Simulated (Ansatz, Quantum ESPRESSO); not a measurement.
# KSrCl3 (Pm-3m): Raman and infrared activity

Which lines does KSrCl3 (Pm-3m) show in Raman and infrared spectra?

Calculated with Quantum ESPRESSO 8.0 development, patched; DFT LDA, scalar-relativistic, plane waves, PseudoDojo norm-conserving pseudopotentials.

The structure was built from a prototype and need not be the compound's stable phase.

### Step 1. The starting structure

It takes space group Pm-3m (No. 221, cubic). The conventional cell has a = 5.801 Å, b = 5.801 Å, c = 5.801 Å, α = 90.00°, β = 90.00°, γ = 90.00°. K has 12 Cl at 4.10 Å nearest. Nearest to Sr lie 6 Cl at 2.90 Å. Nearest to Cl lie 2 Sr at 2.90 Å. Farther neighbours and most contacts between anions are not listed.

As a file:

```
K Sr Cl
1.0
     5.80060    0.00000    0.00000
     0.00000    5.80060    0.00000
     0.00000    0.00000    5.80060
K Sr Cl
1 1 3
Direct
  0.00000 0.00000 0.00000
  0.50000 0.50000 0.50000
  0.50000 0.50000 0.00000
  0.50000 0.00000 0.50000
  0.00000 0.50000 0.50000
```

### Step 2. A probe with smearing

Before anything dear is run, a loose run with smearing shows whether this is a metal and how far the cell is from rest.

Input file probe.in:

```
 &control
    calculation='scf',
    prefix='x',
    outdir='./tmp',
    pseudo_dir='./pseudo',
    tprnfor=.true.,
    tstress=.true.,
    verbosity='high',
 /
 &system
    ibrav=1,
    celldm(1)=10.96154536,
    nat=5,
    ntyp=3,
    ecutwfc=64.0,
    occupations='smearing',
    smearing='gaussian',
    degauss=0.01,
 /
 &electrons
    conv_thr=1.0d-07,
    mixing_beta=0.7,
    electron_maxstep=100,
 /
ATOMIC_SPECIES
 K      39.0983  K.upf
 Sr     87.6200  Sr.upf
 Cl     35.4500  Cl.upf
ATOMIC_POSITIONS crystal
 K      0.000000000   0.000000000   0.000000000
 Sr     0.500000000   0.500000000   0.500000000
 Cl     0.500000000   0.500000000   0.000000000
 Cl     0.500000000   0.000000000   0.500000000
 Cl     0.000000000   0.500000000   0.500000000
K_POINTS automatic
 4 4 4 0 0 0
```

Command:

```bash
$ OMP_NUM_THREADS=1 mpirun -n 4 pw.x -nk 4 -in probe.in > probe.out
```

Output:

```text
[banners, grids, parts of the stress and lines that vanish by symmetry left out]
Program PWSCF v.8.0dev
     bravais-lattice index     =            1
     lattice parameter (alat)  =      10.9615  a.u.
[...]
kinetic-energy cutoff     =      64.0000  Ry
     charge density cutoff     =     256.0000  Ry
     scf convergence threshold =      1.0E-07
[...]
Exchange-correlation= SLA-PW-NOGX-NOGC
                           (   1   4   0   0   0   0   0)
[...]
48 Sym. Ops., with inversion, found
[...]
(     0          1          0      )
                  (     0          0          1      )
[...]
(  0.0000000  1.0000000  0.0000000 )
                  (  0.0000000  0.0000000  1.0000000 )
[...]
(     0         -1          0      )
                  (     0          0          1      )
[...]
number of k points=    10  Gaussian smearing, width (Ry)=  0.0100
[...]
c_bands:  1 eigenvalues not converged
     c_bands: 1 eigenvalues not converged on the other pools
[...]
End of self-consistent calculation
[...]
the Fermi energy is     3.0155 ev
!    total energy              =    -227.55179788 Ry
[...]
convergence has been achieved in   7 iterations
[...]
atom    1 type  1   force =     0.00000000    0.00000000    0.00000000
     atom    2 type  2   force =     0.00000000    0.00000000    0.00000000
     atom    3 type  3   force =     0.00000000    0.00000000    0.00000000
     atom    4 type  3   force =     0.00000000    0.00000000    0.00000000
     atom    5 type  3   force =     0.00000000    0.00000000    0.00000000
[...]
Total force =     0.000000     Total SCF correction =     0.000000
[...]
total   stress  (Ry/bohr**3)                   (kbar)     P=      -30.37
[...]
XML data file, charge density, pseudopotentials, collected wavefunctions

   JOB DONE.
```

Run time: 14 s. Hardware: 4 MPI ranks of Arm Neoverse V1, shared host; 56 s of CPU time.

Read from the output:

```
volume per atom   : 39.03 Å³
pressure          : -3.037 GPa
gap on the k-mesh : 3.967 eV
```

A gap of 4.0 eV opens on this mesh, so the crystal is taken as an insulator; the start stands at -3.0 GPa.

### Step 3. Relaxation

Frequencies change by per cents with a per cent of volume, so the structure is first brought to rest at this level of theory.

Input file relax.in:

```
 &control
    calculation='vc-relax',
    prefix='x',
    outdir='./tmp',
    pseudo_dir='./pseudo',
    tprnfor=.true.,
    tstress=.true.,
    forc_conv_thr=2.0d-05,
    etot_conv_thr=1.0d-07,
    nstep=40,
 /
 &system
    ibrav=1,
    celldm(1)=10.96154536,
    nat=5,
    ntyp=3,
    ecutwfc=64.0,
    occupations='fixed',
    nbnd=22,
 /
 &electrons
    conv_thr=1.0d-11,
    mixing_beta=0.7,
    electron_maxstep=100,
 /
 &ions
 /
 &cell
    press_conv_thr=0.2,
 /
ATOMIC_SPECIES
 K      39.0983  K.upf
 Sr     87.6200  Sr.upf
 Cl     35.4500  Cl.upf
ATOMIC_POSITIONS crystal
 K      0.000000000   0.000000000   0.000000000
 Sr     0.500000000   0.500000000   0.500000000
 Cl     0.500000000   0.500000000   0.000000000
 Cl     0.500000000   0.000000000   0.500000000
 Cl     0.000000000   0.500000000   0.500000000
K_POINTS automatic
 4 4 4 0 0 0
```

Command:

```bash
$ OMP_NUM_THREADS=1 mpirun -n 4 pw.x -nk 4 -in relax.in > relax.out
```

Output:

```text
[banners, grids, parts of the stress and lines that vanish by symmetry left out]
[banner, memory and clock lines left out]
Program PWSCF v.8.0dev

[...]
kinetic-energy cutoff     =      64.0000  Ry
     charge density cutoff     =     256.0000  Ry
     scf convergence threshold =      1.0E-11
[...]
energy convergence thresh.=      1.0E-07
     force convergence thresh. =      2.0E-05
     press convergence thresh. =      2.0E-01
     Exchange-correlation= SLA-PW-NOGX-NOGC
                           (   1   4   0   0   0   0   0)
[...]
48 Sym. Ops., with inversion, found
[...]
number of k points=    10
[...]
c_bands:  1 eigenvalues not converged
     c_bands: 1 eigenvalues not converged on the other pools
[...]
End of self-consistent calculation
[...]
highest occupied, lowest unoccupied level (ev):    -0.0657    3.9016
!    total energy              =    -227.55179789 Ry
[...]
convergence has been achieved in  10 iterations
[...]
atom    1 type  1   force =     0.00000000    0.00000000    0.00000000
     atom    2 type  2   force =     0.00000000    0.00000000    0.00000000
     atom    3 type  3   force =     0.00000000    0.00000000    0.00000000
     atom    4 type  3   force =     0.00000000    0.00000000    0.00000000
     atom    5 type  3   force =     0.00000000    0.00000000    0.00000000
     Total force =     0.000000     Total SCF correction =     0.000000
[...]
total   stress  (Ry/bohr**3)                   (kbar)     P=      -30.39
[...]
number of bfgs steps    =   0
[...]
CELL_PARAMETERS (alat= 10.96154536)
[...]
ATOMIC_POSITIONS (crystal)
K                0.0000000000        0.0000000000        0.0000000000
Sr               0.5000000000        0.5000000000        0.5000000000
Cl               0.5000000000        0.5000000000        0.0000000000
Cl               0.5000000000        0.0000000000        0.5000000000
[...]
New effective cutoffs (rho, wfc):  258.61   64.65
[...]
End of self-consistent calculation
[...]
highest occupied, lowest unoccupied level (ev):     0.0244    4.0176
!    total energy              =    -227.55586846 Ry
[...]
convergence has been achieved in   6 iterations
[...]
atom    1 type  1   force =     0.00000000    0.00000000    0.00000000
     atom    2 type  2   force =     0.00000000    0.00000000    0.00000000
     atom    3 type  3   force =     0.00000000    0.00000000    0.00000000
     atom    4 type  3   force =     0.00000000    0.00000000    0.00000000
     atom    5 type  3   force =     0.00000000    0.00000000    0.00000000
     Total force =     0.000000     Total SCF correction =     0.000000
[...]
total   stress  (Ry/bohr**3)                   (kbar)     P=      -28.56
[...]
number of bfgs steps    =   1
[...]
WARNING: bfgs curvature condition failed, Theta= 0.860
[...]
CELL_PARAMETERS (alat= 10.96154536)
[...]
ATOMIC_POSITIONS (crystal)
[...]
New effective cutoffs (rho, wfc):  262.69   65.67
[...]
End of self-consistent calculation
[...]
highest occupied, lowest unoccupied level (ev):     0.1642    4.1964
!    total energy              =    -227.56139910 Ry
[...]
convergence has been achieved in   8 iterations
[...]
atom    1 type  1   force =     0.00000000    0.00000000    0.00000000
[...]
highest occupied, lowest unoccupied level (ev):     1.0694    5.3338
!    total energy              =    -227.57632659 Ry
[...]
convergence has been achieved in   9 iterations
[...]
Total force =     0.000000     Total SCF correction =     0.000000
[...]
total   stress  (Ry/bohr**3)                   (kbar)     P=        2.02
[...]
number of bfgs steps    =   5
[...]
New effective cutoffs (rho, wfc):  286.21   71.55
[...]
highest occupied, lowest unoccupied level (ev):     1.0116    5.2620
!    total energy              =    -227.57638306 Ry
[...]
convergence has been achieved in   7 iterations
[...]
Total force =     0.000000     Total SCF correction =     0.000000
[...]
total   stress  (Ry/bohr**3)                   (kbar)     P=       -0.15
[...]
number of bfgs steps    =   6
[...]
New effective cutoffs (rho, wfc):  286.31   71.58
[...]
highest occupied, lowest unoccupied level (ev):     1.0155    5.2669
!    total energy              =    -227.57638336 Ry
[...]
convergence has been achieved in   6 iterations
[...]
Total force =     0.000000     Total SCF correction =     0.000000
[...]
total   stress  (Ry/bohr**3)                   (kbar)     P=       -0.00
[...]
number of bfgs steps    =   7
[...]
small trust_radius: resetting bfgs history
[...]
CELL_PARAMETERS (alat= 10.96154536)
[...]
ATOMIC_POSITIONS (crystal)
[...]
New effective cutoffs (rho, wfc):  286.31   71.58
[...]
End of self-consistent calculation
[...]
highest occupied, lowest unoccupied level (ev):     1.0155    5.2669
!    total energy              =    -227.57638336 Ry
[...]
convergence has been achieved in   2 iterations
[...]
atom    3 type  3   force =     0.00000000    0.00000000    0.00000000
     atom    4 type  3   force =     0.00000000    0.00000000    0.00000000
     atom    5 type  3   force =     0.00000000    0.00000000    0.00000000
     Total force =     0.000000     Total SCF correction =     0.000000
[...]
total   stress  (Ry/bohr**3)                   (kbar)     P=       -0.00
[...]
bfgs converged in   9 scf cycles and   8 bfgs steps
[...]
End of BFGS Geometry Optimization
     Final enthalpy           =    -227.5763833630 Ry
     File ./tmp/x.bfgs deleted, as requested
[...]
CELL_PARAMETERS (alat= 10.96154536)
[...]
ATOMIC_POSITIONS (crystal)
[...]
Cl               0.5000000000        0.0000000000        0.5000000000
Cl               0.0000000000        0.5000000000        0.5000000000
[...]
Final scf calculation at the relaxed structure.
[...]
kinetic-energy cutoff     =      64.0000  Ry
     charge density cutoff     =     256.0000  Ry
     scf convergence threshold =      1.0E-13
[...]
press convergence thresh. =      2.0E-01
     Exchange-correlation= SLA-PW-NOGX-NOGC
                           (   1   4   0   0   0   0   0)
[...]
48 Sym. Ops., with inversion, found
[...]
number of k points=    10
[...]
c_bands: 1 eigenvalues not converged on the other pools
[...]
End of self-consistent calculation
[...]
highest occupied, lowest unoccupied level (ev):     1.0155    5.2669
!    total energy              =    -227.57619018 Ry
[...]
convergence has been achieved in  12 iterations
[...]
atom    1 type  1   force =     0.00000000    0.00000000    0.00000000
     atom    2 type  2   force =     0.00000000    0.00000000    0.00000000
     atom    3 type  3   force =     0.00000000    0.00000000    0.00000000
     atom    4 type  3   force =     0.00000000    0.00000000    0.00000000
     atom    5 type  3   force =     0.00000000    0.00000000    0.00000000
     Total force =     0.000000     Total SCF correction =     0.000000
[...]
total   stress  (Ry/bohr**3)                   (kbar)     P=       -0.35
[...]
XML data file, charge density, pseudopotentials, collected wavefunctions
```

It took 2 min on 4 MPI ranks.

Step by step:

```
step  energy less that of the first step (eV)  largest force (eV/Å)  pressure (GPa)  volume (Å³)
   1                                   0.0000                0.0000           -3.04       195.17
   2                                  -0.0554                0.0000           -2.86       192.16
   3                                  -0.1306                0.0000           -2.55       187.71
   4                                  -0.2241                0.0000           -2.00       181.16
   5                                  -0.3139                0.0000           -0.96       171.62
   6                                  -0.3337                0.0000            0.20       163.73
   7                                  -0.3345                0.0000           -0.01       165.06
   8                                  -0.3345                0.0000            0.00       164.97
   9                                  -0.3345                0.0000            0.00       164.97
  10                                  -0.3319                0.0000           -0.03       164.97
```

```
conventional cell, symmetrised  before  after   change
                         a (Å)   5.801  5.484   -5.5 %
                         b (Å)   5.801  5.484   -5.5 %
                         c (Å)   5.801  5.484   -5.5 %
              volume (Å³/atom)   39.03  32.99  -15.5 %
```

Final coordinates:

```cif
data_structure
_symmetry_space_group_name_H-M 'P 1'
_symmetry_Int_Tables_number 1
_cell_length_a 5.4844
_cell_length_b 5.4844
_cell_length_c 5.4844
_cell_angle_alpha 90.000
_cell_angle_beta 90.000
_cell_angle_gamma 90.000
_cell_volume 164.97
loop_
_atom_site_label
_atom_site_type_symbol
_atom_site_fract_x
_atom_site_fract_y
_atom_site_fract_z
_atom_site_occupancy
K1 K 0.00000 0.00000 0.00000 1
Sr2 Sr 0.50000 0.50000 0.50000 1
Cl3 Cl 0.50000 0.50000 0.00000 1
Cl4 Cl 0.50000 0.00000 0.50000 1
Cl5 Cl 0.00000 0.50000 0.50000 1
```

The last row of the table of steps is pw.x's closing run on a basis chosen anew for the final cell, so its energy can jump.

This step gave:

* volume per atom: 32.99 Å³
* pressure: -0.03500 GPa
* gap on the k-mesh: 4.251 eV

The volume changes by -15.5 % from the cell with which this run began.

### Step 4. Ground state

The response is built on this ground state, so it is converged far tighter than an energy would need. With a gap, occupations are fixed, which also allows the response to an electric field.

Input file scf.in:

```
 &control
    calculation='scf',
    prefix='x',
    outdir='./tmp',
    pseudo_dir='./pseudo',
    tprnfor=.true.,
    tstress=.true.,
 /
 &system
    ibrav=1,
    celldm(1)=10.3640815,
    nat=5,
    ntyp=3,
    ecutwfc=64.0,
    occupations='fixed',
    nbnd=22,
 /
 &electrons
    conv_thr=1.0d-12,
    mixing_beta=0.7,
    electron_maxstep=100,
 /
ATOMIC_SPECIES
 K      39.0983  K.upf
 Sr     87.6200  Sr.upf
 Cl     35.4500  Cl.upf
ATOMIC_POSITIONS crystal
 K      0.000000000   0.000000000   0.000000000
 Sr     0.500000000   0.500000000   0.500000000
 Cl     0.500000000   0.500000000   0.000000000
 Cl     0.500000000   0.000000000   0.500000000
 Cl     0.000000000   0.500000000   0.500000000
K_POINTS automatic
 4 4 4 0 0 0
```

Command:

```bash
$ OMP_NUM_THREADS=1 mpirun -n 4 pw.x -nk 4 -in scf.in > scf.out
```

Output:

```text
[banners, grids, parts of the stress and lines that vanish by symmetry left out]
[banner, memory and clock lines left out]
Program PWSCF v.8.0dev

[...]
kinetic-energy cutoff     =      64.0000  Ry
     charge density cutoff     =     256.0000  Ry
     scf convergence threshold =      1.0E-12
[...]
Exchange-correlation= SLA-PW-NOGX-NOGC
                           (   1   4   0   0   0   0   0)
[...]
48 Sym. Ops., with inversion, found
[...]
number of k points=    10
[...]
c_bands: 1 eigenvalues not converged on the other pools
[...]
End of self-consistent calculation
[...]
highest occupied, lowest unoccupied level (ev):     1.0155    5.2669
!    total energy              =    -227.57619018 Ry
[...]
convergence has been achieved in  11 iterations
[...]
atom    1 type  1   force =     0.00000000    0.00000000    0.00000000
     atom    2 type  2   force =     0.00000000    0.00000000    0.00000000
     atom    3 type  3   force =     0.00000000    0.00000000    0.00000000
     atom    4 type  3   force =     0.00000000    0.00000000    0.00000000
     atom    5 type  3   force =     0.00000000    0.00000000    0.00000000
     Total force =     0.000000     Total SCF correction =     0.000000
[...]
total   stress  (Ry/bohr**3)                   (kbar)     P=       -0.35
[...]
XML data file, charge density, pseudopotentials, collected wavefunctions
```

It took 18 s on 4 MPI ranks; 73 s of CPU time.

The cell stands at -0.035 GPa, close enough for phonons.

[end of part 1 of 3]

[Host names and launcher messages were left out of these logs when they were recorded.]

[Logs are printed without paths, hosts, clocks, repeated set-up lines and the standing remarks that a program may print on its own settings, such as how far it seeks lower states.]

[Hosts, paths, dates, database ids (printed as entryN), source tags and the programs' standing remarks are cut or masked in the printed files.]
